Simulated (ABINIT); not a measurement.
**BP (F-43m): G0W0 with ABINIT, start to end**

It takes space group F-43m (No. 216, cubic). The conventional cell has a = 4.538 Å, b = 4.538 Å, c = 4.538 Å, α = 90.00°, β = 90.00°, γ = 90.00°. Nearest to B lie 4 P at 1.97 Å. Nearest to P lie 4 B at 1.97 Å. Farther neighbours, and contacts between anions beyond the nearest, are not listed.

| Quantity | Value |
| --- | --- |
| method | RPA screening on PBE, plane waves, norm-conserving pseudopotentials (and 2 further levels or steps) |
| program | ABINIT 10.8.3 |
| settings | cutoff 34 Ha, PseudoDojo scalar-relativistic 0.4.1 standard, norm-conserving, ngkpt (4, 4, 4), nband 17, ecuteps 3.2 Ha, inclvkb 2, shiftk (0, 0, 0), symchi 1, awtr 1, frequency ppm, 4×4×4 k-mesh |
| cost | 5 runs, 13 s in all on 4 MPI ranks of Arm Neoverse V2, shared host |
| notes | The cell and positions come from the Crystallography Open Database and are kept as given unless a step says otherwise. Local fields lower the RPA ε∞ on this mesh from 13.90 to 12.84; a Γ-centred mesh this coarse tends to raise both, most where the direct gap is narrow, while a short band sum lowers them. The 4×4×4 mesh is coarse for this cell, which bears on the long-range parts of exchange and screening. |
| PBE gap | 1.26 eV, indirect |
| G0W0 gap on the mesh | 1.86 eV |
| G0W0 gap over the zone (rigid shift) | 1.77 eV |
| GW settings | 4×4×4 mesh, 17 bands, screening to 87.1 eV, Godby-Needs plasmon pole |
| known limits | short of the basis limit; coarse k mesh |

G0W0 moves the gap on the mesh from 1.35 eV to 1.86 eV (+0.51 eV), with Z of 0.80 and 0.81 at the edges. The mesh misses the band edges by 0.09 eV in all; a rigid shift gives 1.77 eV for the zone.

[Paths, hosts, dates, memory and timing lines, banners, echoed tables and standing remarks are left out of the program output; an Ansatz launch command may be rebuilt from the run's recorded settings. Measured values are a selection of at most five: reports struck by readers or far from the other reports are left out. None is set beside runs whose start may be inverted or whose files or cutoffs have a known fault.]

[Runs of the session that timed out or met a known fault of the program may be left out.]

[Hosts, paths, dates, database ids (printed as entryN), source tags and the programs' standing remarks are cut or masked in the printed files.]

[G0W0 gaps are taken among the corrected bands and points alone; a level outside them can change the order at an edge.]

[Where Ansatz stands beside ABINIT at settings called matched, ABINIT's density can come from a denser mesh and the files from another edition; pairs whose starting gaps differed by over 0.03 eV were left out, so agreement reads better than it is.]
